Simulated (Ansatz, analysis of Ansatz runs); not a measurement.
# Cu on a Zn site in ZnO: charge-transition level, PBE, part 2 of 2

How near does this set-up come to the measured charge-transition level? Subject: Cu on a Zn site in ZnO. Set-up: PBE, 72-site cell, measured lattice, 420 eV, k: the single point 1/4 1/4 1/4 then 2x2x2 shifted 0.5 0.5 0.5. The model is a cell of 72 host atoms with 1 Zn taken out and 1 Cu put in. The level is the Fermi energy at which two charge states have equal formation energy, after a correction for the images of the charge. The measured lattice removes the functional's error in the volume.

Ansatz 0.2.0; PBE, 72-site cell, measured lattice, 420 eV, k: the single point 1/4 1/4 1/4 then 2x2x2 shifted 0.5 0.5 0.5.

So far: Set-up; Relaxation, charge 0.

## Step 3: Relaxation, charge −1

Level of this step: plane-wave PAW DFT, PBE; relaxation of all atoms of a defect supercell (Ansatz).

The input, relax1/input.yaml:

```yaml
relax:
  f_tol: 0.02
  max_steps: 80
  random_displacement: { amplitude: 0.05, seed: 671 }
crystal:
  lattice:
    - [9.74792405, 0.0, 0.0]
    - [-4.87396202, 8.44194986, 0.0]
    - [0.0, 0.0, 10.411418]
  atoms:
    - { symbol: Zn, position: [0.111111111, 0.222222222, 0.249510893] }
    - { symbol: Zn, position: [0.222222222, 0.111111111, -0.000489107] }
[... 22 atom lines left out ...]
    - { symbol: Zn, position: [0.444444444, 0.222222222, 0.249510893] }
[... 2 atom lines left out ...]
    - { symbol: O, position: [0.444444444, 0.222222222, 0.439994107] }
    - { symbol: Zn, position: [0.444444444, 0.222222222, 0.749510893] }
[... 3 atom lines left out ...]
    - { symbol: Zn, position: [0.444444444, 0.555555556, 0.249510893] }
[... 1 atom line left out ...]
    - { symbol: O, position: [0.555555556, 0.444444444, 0.189994107] }
    - { symbol: O, position: [0.444444444, 0.555555556, 0.439994107] }
    - { symbol: Zn, position: [0.444444444, 0.555555556, 0.749510893] }
    - { symbol: Cu, position: [0.555555556, 0.444444444, 0.499510893] }
    - { symbol: O, position: [0.555555556, 0.444444444, 0.689994107] }
[... 17 atom lines left out ...]
    - { symbol: Zn, position: [0.777777778, 0.555555556, 0.249510893] }
[... 2 atom lines left out ...]
    - { symbol: O, position: [0.777777778, 0.555555556, 0.439994107] }
    - { symbol: Zn, position: [0.777777778, 0.555555556, 0.749510893] }
[... 10 atom lines left out ...]
    - { symbol: O, position: [0.777777778, 0.888888889, 0.939994107] }
  host:
    repeats: [3, 3, 2]
    atoms:
      - { symbol: Zn, position: [0.333333333, 0.666666667, 0.499021785] }
      - { symbol: Zn, position: [0.666666667, 0.333333333, -0.000978215] }
      - { symbol: O, position: [0.666666667, 0.333333333, 0.379988215] }
      - { symbol: O, position: [0.333333333, 0.666666667, 0.879988215] }
total_charge: -1
basis:
  ecutwfc: 420
  xc_grid: 2
hamiltonian:
  xc: pbe
kpoints:
  mp_grid: { grid: [1, 1, 1], shift: [0.25, 0.25, 0.25] }
scf:
  occupations: { method: fermi_dirac, width: 0.01 }
  max_iter: 120
output:
  forces: true
  charged_corrections:
    epsilon: [5.08, 5.08, 5.12]
    static_epsilon: [9.82, 9.82, 10.68]
    defect_position: [0.555556, 0.444444, 0.499511]
checkpoint:
  write: "../relax1.run"
  compress: false
  write_wavefunctions: true
  write_every: 100000
```

Run with:

```bash
$ ansatz run input.yaml --threads 4 --pin off --max-ram 14131MiB --backend cpu --events-out ev --progress --plain --runs-dir out
```

Numbers of over 12 decimals in the logs are rounded to 6 here.

The program printed:

```text
[...]
Crystal: 72 atoms, lattice volume = 856.771 Å³
Basis set: ecut = 420 eV, 16751 PW (Γ), exchange–correlation on 144×144×144 points (8 copies of the dense FFT grid, shifted against one another)
Bands: 400, of which v1, the nominal top of the filled ones, is band 328 counted from 1 (327 counted from 0)
Symmetry: 1 space group operations
k-points: 1
[...]
SCF iter   1: F=—  HF=-143220.799335 eV  |F-HF|=—  |Δ(HF+E_count)|=         —  Δρ=1.07e-2  dr2=9.83e-1  ethr=1.77e-3  ⟨swp⟩=6.0  Hψ=1444  notcnv=0  defer=1
[...]
SCF iter  12: F=-143220.643082 eV  HF=-143220.643084 eV  |F-HF|=1.89e-6  |Δ(HF+E_count)|=   3.03e-6  Δρ=1.66e-5  dr2=2.06e-6  ethr=1.52e-9  ⟨swp⟩=3.0  Hψ=1067  notcnv=0
SCF 1 converged in 12 iterations: F = -143220.643082 eV  dr2 = 2.06e-6
[...]
--- Band table (eV) ---
[...]
--- Relaxed structure (7 steps of the walk, 7 accepted, 0 SCFs on fresh bases) ---
  F+E_penalty+E_count = -143221.78450368 eV   max|allowed force component| = 1.088e-2 eV/Å
  atoms:
    - { symbol: Zn, position: [0.110854, 0.224255, 0.249845] }
    - { symbol: Zn, position: [0.222590, 0.112385, -0.001030] }
    [... 22 atoms left out ...]
    - { symbol: Zn, position: [0.444364, 0.226185, 0.249576] }
    [... 2 atoms left out ...]
    - { symbol: O, position: [0.429127, 0.203705, 0.437276] }
    - { symbol: Zn, position: [0.445224, 0.225747, 0.745292] }
    [... 6 atoms left out ...]
    - { symbol: O, position: [0.447474, 0.553490, 0.439386] }
    - { symbol: Zn, position: [0.447106, 0.553636, 0.742904] }
    - { symbol: Cu, position: [0.579528, 0.420590, 0.478577] }
    - { symbol: O, position: [0.556601, 0.444018, 0.689762] }
    [... 17 atoms left out ...]
    - { symbol: Zn, position: [0.775005, 0.556766, 0.249778] }
    [... 2 atoms left out ...]
    - { symbol: O, position: [0.796618, 0.571460, 0.437595] }
    - { symbol: Zn, position: [0.774925, 0.555399, 0.745307] }
    [... 11 atoms left out ...]
[key lines of the parts left out:]
SCF converged after 8 iterations
Free energy (F): -143221.784504 eV
Fermi energy:    9.085519 eV
```

Run time: 90 s. Hardware: 4 threads of Intel Xeon Platinum 8488C (Sapphire Rapids), shared host; peak memory 2.3 GiB.

Step by step:

```
step  energy less that of the first step (eV)  largest force component (eV/Å)
   1                                   0.0000                          1.0261
   2                                  -0.6030                          0.6706
   3                                  -1.0916                          0.1921
   4                                  -1.1176                          0.1169
   5                                  -1.1356                          0.0811
   6                                  -1.1403                          0.0310
   7                                  -1.1414                          0.0109
```

The atoms that moved most (Å, from the sites as typed, ahead of the random displacement, the mean shift of all atoms taken out):

```
atom      dx      dy      dz  length
Cu38   0.351  -0.206  -0.213   0.460
 O28  -0.058  -0.161  -0.024   0.173
 O60   0.107   0.129  -0.020   0.169
Zn37   0.036  -0.021  -0.064   0.077
 O35  -0.006   0.005  -0.070   0.070
Zn14   0.067   0.016  -0.008   0.070
 Zn6  -0.059  -0.006   0.034   0.068
Zn46   0.019  -0.065  -0.008   0.068
```

Neighbours of Cu38 at the end:

```
atom  distance (Å)
 O28         1.925
 O60         1.926
 O39         2.233
 O36         2.274
Zn30         2.906
Zn62         2.909
Zn25         2.918
Zn57         2.922
```

This step gave:

- free energy: -143221.7845 eV

## Step 4: Single point, charge 0

The relaxed structure is kept, and the final numbers are taken at the final level and k-points.

This step: plane-wave PAW DFT, PBE; single point of a defect supercell.

The input, point0/input.yaml:

```yaml
crystal:
  lattice:
    - [9.74792405, 0.0, 0.0]
    - [-4.87396202, 8.44194986, 0.0]
    - [0.0, 0.0, 10.411418]
  atoms:
    - { symbol: Zn, position: [0.109825807, 0.223721128, 0.248919878] }
    - { symbol: Zn, position: [0.222200348, 0.111586561, -0.000921738] }
[... 11 atom lines left out ...]
    - { symbol: Zn, position: [0.227119763, 0.445703018, 0.497569852] }
[... 10 atom lines left out ...]
    - { symbol: Zn, position: [0.442037863, 0.223369016, 0.25056873] }
[... 2 atom lines left out ...]
    - { symbol: O, position: [0.435486954, 0.217307115, 0.442121306] }
    - { symbol: Zn, position: [0.444109272, 0.221351799, 0.748625837] }
[... 6 atom lines left out ...]
    - { symbol: O, position: [0.447554866, 0.553245514, 0.436506983] }
    - { symbol: Zn, position: [0.448433041, 0.552507307, 0.744702216] }
    - { symbol: Cu, position: [0.564299515, 0.436439388, 0.492591881], spin: 1.0 }
    - { symbol: O, position: [0.559847587, 0.441021475, 0.686155984] }
[... 6 atom lines left out ...]
    - { symbol: Zn, position: [0.555167263, 0.773704906, 0.497563168] }
[... 10 atom lines left out ...]
    - { symbol: Zn, position: [0.777276533, 0.558742997, 0.250597988] }
[... 2 atom lines left out ...]
    - { symbol: O, position: [0.783260995, 0.565292431, 0.442201085] }
    - { symbol: Zn, position: [0.779473836, 0.556797719, 0.748653769] }
[... 10 atom lines left out ...]
    - { symbol: O, position: [0.778405408, 0.890090083, 0.939694036] }
  host:
    repeats: [3, 3, 2]
    atoms:
      - { symbol: Zn, position: [0.333333333, 0.666666667, 0.499021785] }
      - { symbol: Zn, position: [0.666666667, 0.333333333, -0.000978215] }
      - { symbol: O, position: [0.666666667, 0.333333333, 0.379988215] }
      - { symbol: O, position: [0.333333333, 0.666666667, 0.879988215] }
basis:
  ecutwfc: 420
  xc_grid: 2
hamiltonian:
  xc: pbe
kpoints:
  mp_grid: { grid: [2, 2, 2], shift: [0.5, 0.5, 0.5] }
magnetization:
  spin_polarized: true
  initial_magnetization: 1
  spin_locking: { lock_magnetization: hard }
scf:
  occupations: { method: fermi_dirac, width: 0.01 }
  max_iter: 120
output:
  forces: true
  charged_corrections:
    epsilon: [5.08, 5.08, 5.12]
    static_epsilon: [9.82, 9.82, 10.68]
    defect_position: [0.555556, 0.444444, 0.499511]
  eigenvalues: true
checkpoint:
  read: "../relax0.run"
  write: "../point0.run"
  compress: false
  write_wavefunctions: true
  write_every: 100000
```

The program printed:

```text
[...]
Crystal: 72 atoms, lattice volume = 856.771 Å³
Basis set: ecut = 420 eV, 16751 PW (Γ), exchange–correlation on 144×144×144 points (8 copies of the dense FFT grid, shifted against one another)
Bands: 400, of which v1, the nominal top of the filled ones, is band 328 counted from 1 (327 counted from 0)
Symmetry: 1 space group operations
[...]
k-points: 4 of 8 (time reversal used)
[...]
Stability of the state it starts from, as read at its close in the collinear treatment: not read negative (Ritz values of 1 − χ₀K, real part plus size of imaginary part, from 0.96 to 1.1, by its mixing steps under no symmetry); [...]
Starting moments: Σ|m| = 1 μB on 1 of 72 sites; this step starts from the density that it was given
[...]
iter 1 solved again at ethr=1.80e-6 eV; its pass at ethr=3.10e-3 eV (dr2=1.18e-2 eV) is discarded
[...]
--- Forces (eV/Å), atoms counted from 1 ---
  atom   1  Zn     0.00704810    -0.00125495     0.00715845
  atom   2  Zn    -0.00848999     0.00387850     0.00690409
  [... 11 atoms left out ...]
  atom  14  Zn    -0.01014114     0.00966952     0.00410666
  [... 10 atoms left out ...]
  atom  25  Zn     0.00814973    -0.00753777     0.00772983
  [... 2 atoms left out ...]
  atom  28  O      0.00118642    -0.00909686    -0.00978011
  atom  29  Zn     0.00839819    -0.01234179     0.00900046
  [... 6 atoms left out ...]
  atom  36  O     -0.01080949     0.00883536    -0.01466933
  atom  37  Zn    -0.00253222    -0.00029430     0.01078230
  atom  38  Cu    -0.01427136     0.00209475     0.03164559
  atom  39  O      0.00636615    -0.00456643    -0.01854279
  [... 17 atoms left out ...]
  atom  57  Zn     0.01406388    -0.00318745     0.00866255
  [... 2 atoms left out ...]
  atom  60  O      0.01262624     0.00749464    -0.01155741
  [... 12 atoms left out ...]
  max |Σ_I F_I| component: 7.40e-5 eV/Å
--- Band table (eV; the first three rows and the last of 8) ---
[...]
[... further k-points left out ...]
[key lines of the parts left out:]
SCF converged after 9 iterations
Magnetization: 1.0000 μB (328.0000 up, 327.0000 down)
Free energy (F): -143229.572768 eV
Fermi energy:    7.751027 (↑ 8.167779, ↓ 7.751027) eV
```

The job ended after 2.2 min (4 threads; peak memory 6.6 GiB).

This step gave:

```
free energy                           : -143229.5728 eV
total moment                          : 1.000 μB
integral of the absolute spin density : 1.066 μB
spin contamination                    : 0.001556
```

## Step 5: Single point, charge −1

This step: plane-wave PAW DFT, PBE; single point of a defect supercell.

The input, point1/input.yaml:

```yaml
crystal:
  lattice:
    - [9.74792405, 0.0, 0.0]
    - [-4.87396202, 8.44194986, 0.0]
    - [0.0, 0.0, 10.411418]
  atoms:
    - { symbol: Zn, position: [0.110854206, 0.224255161, 0.249844994] }
    - { symbol: Zn, position: [0.222589598, 0.112384979, -0.001029919] }
[... 11 atom lines left out ...]
    - { symbol: Zn, position: [0.230296097, 0.44698538, 0.498294143] }
[... 10 atom lines left out ...]
    - { symbol: Zn, position: [0.444363633, 0.226185251, 0.249575873] }
[... 2 atom lines left out ...]
    - { symbol: O, position: [0.429127435, 0.203705167, 0.437276048] }
    - { symbol: Zn, position: [0.445223661, 0.225746814, 0.745292057] }
[... 3 atom lines left out ...]
    - { symbol: Zn, position: [0.446064164, 0.554921129, 0.252864172] }
[... 2 atom lines left out ...]
    - { symbol: O, position: [0.44747439, 0.553489839, 0.439386203] }
    - { symbol: Zn, position: [0.447106487, 0.553636042, 0.742903655] }
    - { symbol: Cu, position: [0.579528434, 0.420589678, 0.478576687] }
    - { symbol: O, position: [0.556600733, 0.444018305, 0.689761958] }
[... 6 atom lines left out ...]
    - { symbol: Zn, position: [0.553819706, 0.770682073, 0.498302928] }
[... 13 atom lines left out ...]
    - { symbol: O, position: [0.796617774, 0.57145969, 0.437594972] }
    - { symbol: Zn, position: [0.774925256, 0.55539921, 0.745306983] }
[... 10 atom lines left out ...]
    - { symbol: O, position: [0.777464876, 0.890365492, 0.940738225] }
  host:
    repeats: [3, 3, 2]
    atoms:
      - { symbol: Zn, position: [0.333333333, 0.666666667, 0.499021785] }
      - { symbol: Zn, position: [0.666666667, 0.333333333, -0.000978215] }
      - { symbol: O, position: [0.666666667, 0.333333333, 0.379988215] }
      - { symbol: O, position: [0.333333333, 0.666666667, 0.879988215] }
total_charge: -1
basis:
  ecutwfc: 420
  xc_grid: 2
hamiltonian:
  xc: pbe
kpoints:
  mp_grid: { grid: [2, 2, 2], shift: [0.5, 0.5, 0.5] }
scf:
  occupations: { method: fermi_dirac, width: 0.01 }
  max_iter: 120
output:
  forces: true
  charged_corrections:
    epsilon: [5.08, 5.08, 5.12]
    static_epsilon: [9.82, 9.82, 10.68]
    defect_position: [0.555556, 0.444444, 0.499511]
  eigenvalues: true
checkpoint:
  read: "../relax1.run"
  write: "../point1.run"
  compress: false
  write_wavefunctions: true
  write_every: 100000
```

The program printed:

```text
[...]
Crystal: 72 atoms, lattice volume = 856.771 Å³
Basis set: ecut = 420 eV, 16751 PW (Γ), exchange–correlation on 144×144×144 points (8 copies of the dense FFT grid, shifted against one another)
Bands: 400, of which v1, the nominal top of the filled ones, is band 328 counted from 1 (327 counted from 0)
Symmetry: 1 space group operations
[...]
k-points: 4 of 8 (time reversal used)
[...]
SCF iter  10: F=-143221.221342 eV  HF=-143221.221342 eV  |F-HF|=6.39e-8  |Δ(HF+E_count)|=   2.69e-7  Δρ=3.01e-6  dr2=7.58e-8  ethr=1.52e-11  ⟨swp⟩=9.5  Hψ=8494  notcnv=0
SCF 1 converged in 10 iterations: F = -143221.221342 eV  dr2 = 7.58e-8
[...]
SCF converged after 10 iterations
Free energy (F): -143221.221342 eV
[...]
Internal energy: -143221.221342 eV  (E = F + TS)
E sigma→0 (E₀):  -143221.221342 eV
Fermi energy:    8.738623 eV
[...]
--- Forces (eV/Å), atoms counted from 1 ---
  atom   1  Zn     0.00347255    -0.00178473    -0.00215593
  atom   2  Zn    -0.01158958     0.00451039    -0.00377159
  [... 11 atoms left out ...]
  atom  14  Zn    -0.03012894    -0.00172344     0.01891764
  [... 13 atoms left out ...]
  atom  28  O      0.03653747     0.05928285     0.00769819
  atom  29  Zn     0.00626526    -0.01878617     0.02361882
  [... 3 atoms left out ...]
  atom  33  Zn    -0.00340088     0.00099910    -0.01364209
  [... 2 atoms left out ...]
  atom  36  O      0.04080511    -0.02611337    -0.01144625
  atom  37  Zn    -0.00505660     0.00485394     0.02048929
  atom  38  Cu    -0.07077361     0.05179575     0.04698257
  atom  39  O      0.02987419    -0.01266355    -0.06506113
  [... 20 atoms left out ...]
  atom  60  O     -0.03241315    -0.06504911    -0.00338984
  atom  61  Zn     0.01488806     0.00497874     0.02407070
  [... 11 atoms left out ...]
  max |Σ_I F_I| component: 1.60e-4 eV/Å
[...]
F Makov-Payne    = n/a  (the rows are of the electrons' constant alone; ansatz place-levels tells what screens the charge)
[...]
--- Band table (eV) ---
[...]
[... further k-points left out ...]
```

Wall time 68 s (4 threads); peak memory 6 GiB; 4.4 min of CPU time.

This step gave:

| Property | Result |
| --- | --- |
| free energy | -143221.2213 eV |

## Step 6: Charge-transition levels

A charged cell feels its images and has its own zero of potential; this step corrects both and places the level between the host's band edges.

This step: place-levels on PBE runs: charge-transition levels with image-charge correction and potential alignment at the atomic sites.

The input, levels.yaml:

```yaml
host:
  run: host.point.run
states: [point0.run, point1.run]
geometry_from:
  point0.run: relax0.run
  point1.run: relax1.run
  host.point.run: host.relax.run
```

Run with:

```bash
$ ansatz place-levels levels.yaml -- --threads 4 --pin off --max-ram 14131MiB
```

The program printed:

```text
(0/-1) 0.804 eV above the valence edge (+1.277 eV without the band-filling correction), 0.000 eV under the conduction edge
  edges by pbe, gap 0.804 eV; the host is sampled to repeats of 19.50 Å
  the defect's cells are sampled to repeats of 19.50 Å, like sampling
  charge 0: +0.000 eV for its dipole among its images, +0.001 omitted
  charge -1: -143221.0712 eV with its correction of +0.150 eV, at epsilon [9.82, 9.82, 10.68], aligned at sites: +0.0639 eV, mean over 33 atomic sites at or beyond 4.87 Å from the defect at [0.5556, 0.4444, 0.4995], with +0.000000 for the charge's moments and [...]
  of states[0] (point0.run): its displacements don't fall off away from the defect: farther atoms stand 0.013 Å off the host's places. [...]
  of states[1] (point1.run): how wide its charge is, is not read beside other atoms or cores, and a band state would take no correction. [...]
```

Run time: 0.14 s. Hardware: 4 threads.

This step gave:

| Property | Result |
| --- | --- |
| gap | 0.8038 eV |

## Step 7: Outcome

This set-up is not sound: the carrier goes into a band, and the band-filling term draws the level to the band edge, so there is no figure to set beside the measurement.

[Logs are printed without paths, hosts, clocks, repeated set-up lines and the standing remarks that a program may print on its own settings, such as how far it seeks lower states.]

[Hosts, paths, dates, database ids (printed as entryN), source tags and the programs' standing remarks are cut or masked in the printed files.]

[For some hosts the program warned that the k-mesh of the response run may be too coarse for force constants and the static dielectric constant; such warnings are not shown here.]
